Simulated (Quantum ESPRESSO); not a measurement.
# NiPS3: which magnetic order is lowest

A self-consistent run ends on one state, which hangs on the start. Several orders of NiPS3 are started in Quantum ESPRESSO and their energies compared.

Program: Quantum ESPRESSO 7.5. Level of theory: LDA; plane waves with GBRV 1.5 LDA potentials, no spin-orbit coupling. Results are calculated unless marked as measured.

The experiments to compare with:

For NiPS3, monoclinic layered (earlier experiment), “The magnetic dynamics of NiPS3” (2022, arxiv:2207.07448) quotes earlier work: moment (ordered moment per Ni) 1.05 μB [Literature neutron diffraction value, quoted as input to a spin-flop field estimate].

Most raw output is cut from this account.

**1. Starting point**

Symmetry: C2/m, No. 12, monoclinic system. Conventional cell: a = 5.820 Å, b = 10.084 Å, c = 6.896 Å, α = 90.00°, β = 106.22°, γ = 90.00°. Nearest to Ni lie 6 S at 2.43 to 2.44 Å. P has 3 S at 2.06 Å and 1 P at 2.18 Å nearest. S has 1 P at 2.06 Å and 2 Ni at 2.43 to 2.44 Å nearest. Nearest to S lie 1 P at 2.06 Å and 2 Ni at 2.44 Å. Farther neighbours and most contacts between anions are not listed.

The cell comes from Materials Project 2023-11-01, a database of computed structures, and need not be the stable phase.

**2. Start 1: ferro ++**

The signs are those of the starting moments on the seeded atoms, the atoms that are given a moment.

pw.in

```
&CONTROL
  calculation = 'scf'
  prefix = 'pwscf'
  outdir = './tmp'
  pseudo_dir = './pseudo'
  disk_io = 'nowf'
/
&SYSTEM
  ibrav = 0
  celldm(1) = 8
  nat = 10
  ntyp = 3
  ecutwfc = 40
  ecutrho = 280
  nbnd = 57
  occupations = 'smearing'
  smearing = 'fd'
  degauss = 0.00367493
  nspin = 2
  starting_magnetization(1) = 0.1111
  starting_magnetization(2) = 0
  starting_magnetization(3) = 0
/
&ELECTRONS
  conv_thr = 2d-08
  electron_maxstep = 150
  mixing_beta = 0.3
/
ATOMIC_SPECIES
Ni     58.6934 ni_lda_v1.4.uspp.F.UPF
P      30.9738 p_lda_v1.5.uspp.F.UPF
S      32.0600 s_lda_v1.4.uspp.F.UPF
CELL_PARAMETERS alat
   0.6873347292854   -1.1910048505765    0.0000000000000
   0.6873347292854    1.1910048505765    0.0000000000000
  -0.4550299881378    0.0000000000000    1.5640861566726
ATOMIC_POSITIONS crystal
Ni      0.3331320000    0.6668680000    0.0000000000
Ni      0.6668680000    0.3331320000    0.0000000000
P       0.0552140000    0.0552140000    0.1648810000
P       0.9447860000    0.9447860000    0.8351190000
S       0.0762910000    0.4220480000    0.2292310000
S       0.5779520000    0.9237090000    0.7707690000
S       0.2695210000    0.2695210000    0.7706540000
S       0.7304790000    0.7304790000    0.2293460000
S       0.4220480000    0.0762910000    0.2292310000
S       0.9237090000    0.5779520000    0.7707690000
K_POINTS automatic
4 4 4 0 0 0
```

Started as:

```
$ OMP_NUM_THREADS=1 mpirun -n 4 pw.x -nk 4 -in pw.in > pw.out
```

Run time: 3.7 min. Hardware: 4 MPI ranks of Intel Xeon Platinum 8559C (Emerald Rapids), shared host; peak memory 1.1 GiB; 15 min of CPU time.

Spin moment in the atom's sphere by atom:

| atom | spin moment in the atom's sphere (μB) |
| --- | --- |
| Ni1 | 0.0005 |
| Ni2 | 0.0005 |
| P3 | 0.0000 |
| P4 | 0.0000 |
| S5 | 0.0000 |
| S6 | 0.0000 |
| S7 | 0.0000 |
| S8 | 0.0000 |
| S9 | 0.0000 |
| S10 | 0.0000 |

This step gave:

```
smearing term TS       : 0.04150 eV
magnetization          : 0 μB
absolute magnetization : 0 μB
final state            : non-magnetic
```

**3. Start 2: antiferro +−**

Changes to pw.in since step 2:

```diff
@@ -11,6 +11,6 @@
   nat = 10
-  ntyp = 3
+  ntyp = 4
   ecutwfc = 40
   ecutrho = 280
-  nbnd = 57
+  nbnd = 55
   occupations = 'smearing'
@@ -20,4 +20,5 @@
   starting_magnetization(1) = 0.1111
-  starting_magnetization(2) = 0
+  starting_magnetization(2) = -0.1111
   starting_magnetization(3) = 0
+  starting_magnetization(4) = 0
 /
@@ -29,3 +30,4 @@
 ATOMIC_SPECIES
-Ni     58.6934 ni_lda_v1.4.uspp.F.UPF
+Ni1    58.6934 ni_lda_v1.4.uspp.F.UPF
+Ni2    58.6934 ni_lda_v1.4.uspp.F.UPF
 P      30.9738 p_lda_v1.5.uspp.F.UPF
@@ -37,4 +39,4 @@
 ATOMIC_POSITIONS crystal
-Ni      0.3331320000    0.6668680000    0.0000000000
-Ni      0.6668680000    0.3331320000    0.0000000000
+Ni1     0.3331320000    0.6668680000    0.0000000000
+Ni2     0.6668680000    0.3331320000    0.0000000000
 P       0.0552140000    0.0552140000    0.1648810000
```

Run time: 3.1 min. Hardware: 4 MPI ranks; peak memory 1.1 GiB.

Spin moment in the atom's sphere by atom:

| atom | spin moment in the atom's sphere (μB) |
| --- | --- |
| Ni1 | 0.959 |
| Ni2 | -0.959 |
| P3 | 0.000 |
| P4 | 0.000 |
| S5 | -0.001 |
| S6 | -0.001 |
| S7 | 0.000 |
| S8 | 0.000 |
| S9 | 0.001 |
| S10 | 0.001 |

This step gave:

```yaml
smearing_term_ts: 0.004803 eV
magnetization: 0 μB
absolute_magnetization: 2.574 μB
final_state: antiferromagnetic
```

**4. Ranking**

An order is kept where moments of 0.15 μB or more survive with the typed signs; meshes match where a doubled cell samples the same k points as the first cell.

Orders:

```csv
start,final state,typed order kept,energy over the lowest (meV a seeded atom),largest site moment (μB),net moment (μB a cell of the first run),mesh matched,CPU time (s)
ferro ++,non-magnetic,no,69.01,5.49e-4,0.00143,yes,876
antiferro +-,antiferromagnetic,yes,0,0.9585,0,yes,750.5
```

**5. The lowest state again, with its states saved**

Changes to pw.in since step 3:

```diff
@@ -5,3 +5,3 @@
   pseudo_dir = './pseudo'
-  disk_io = 'nowf'
+  disk_io = 'low'
 /
@@ -14,3 +14,3 @@
   ecutrho = 280
-  nbnd = 55
+  nbnd = 59
   occupations = 'smearing'
```

The job ended after 3.5 min (4 MPI ranks; peak memory 1.1 GiB).

Numbers from this step:

- smearing term TS: 0.004802 eV
- magnetization: 0 μB
- absolute magnetization: 2.574 μB
- final state: antiferromagnetic
- largest moment: 0.9586 μB

**6. Projections on atomic orbitals**

projwfc.x projects the saved states on orthogonalised atomic orbitals of the pseudopotential files.

The job ended after 5.2 s (4 MPI ranks; peak memory 0.46 GiB).

| atom | moment in the sphere (μB) | Löwdin moment (μB) | Löwdin charge (e) |
| --- | --- | --- | --- |
| Ni1 | 0.959 | 0.943 | 18.350 |
| Ni2 | -0.959 | -0.943 | 18.350 |
| P3 | 0.000 | 0.000 | 4.316 |
| P4 | 0.000 | 0.000 | 4.316 |
| S5 | -0.001 | -0.001 | 5.950 |
| S6 | -0.001 | -0.001 | 5.950 |
| S7 | 0.000 | 0.000 | 5.963 |
| S8 | 0.000 | 0.000 | 5.963 |
| S9 | 0.001 | 0.001 | 5.950 |
| S10 | 0.001 | 0.001 | 5.950 |

**7. Summary of results**

* lowest state found: antiferromagnetic (from antiferro +-)
* largest site moment: 0.959 μB
* state without moments: 69.0 meV a seeded atom higher

In words: 1 start lost its moments. The largest moment reads 0.96 μB in the sphere and 0.94 μB by Löwdin projection; a site moment hangs on how space is shared out. This is the lowest of 2 collinear or spinless starts, no proof of the ground state. A computed site moment is spin alone and hangs on the region that is counted: the program's spheres do not touch and miss the tail of the moment. Measured moments hold any orbital part as well, and belong to the order of the sample, which need not be the order of this run. No Hubbard term acts here. In such compounds local and semilocal functionals without one often delocalise the d electrons, and can shrink or lose moments and miss the size, sign and order of the couplings.

Calculation against experiment:

```
        quantity  measured  in the sphere          Löwdin
moment (Ni) (μB)      1.05  0.96 (-8.7 %)  0.94 (-10.2 %)
```

Measured values from arxiv:2207.07448 (2022).

Verdict: For the moment, of the levels listed nearest comes in the sphere (-8.7 %) and farthest Löwdin (-10.2 %). No cell relaxation is part of this session.

[Logs and program files are shortened in this print: banners, set-up blocks, solver, clock and traceback lines can be left out without a mark of their own.]

[Logs are printed without paths, hosts, clocks, repeated set-up lines and the standing remarks that a program may print on its own settings, such as how far it seeks lower states.]

[Hosts, paths, dates, database ids (printed as entryN), source tags and the programs' standing remarks are cut or masked in the printed files.]

[Where a cell is said to come from a database of computed structures, the database is the Materials Project.]
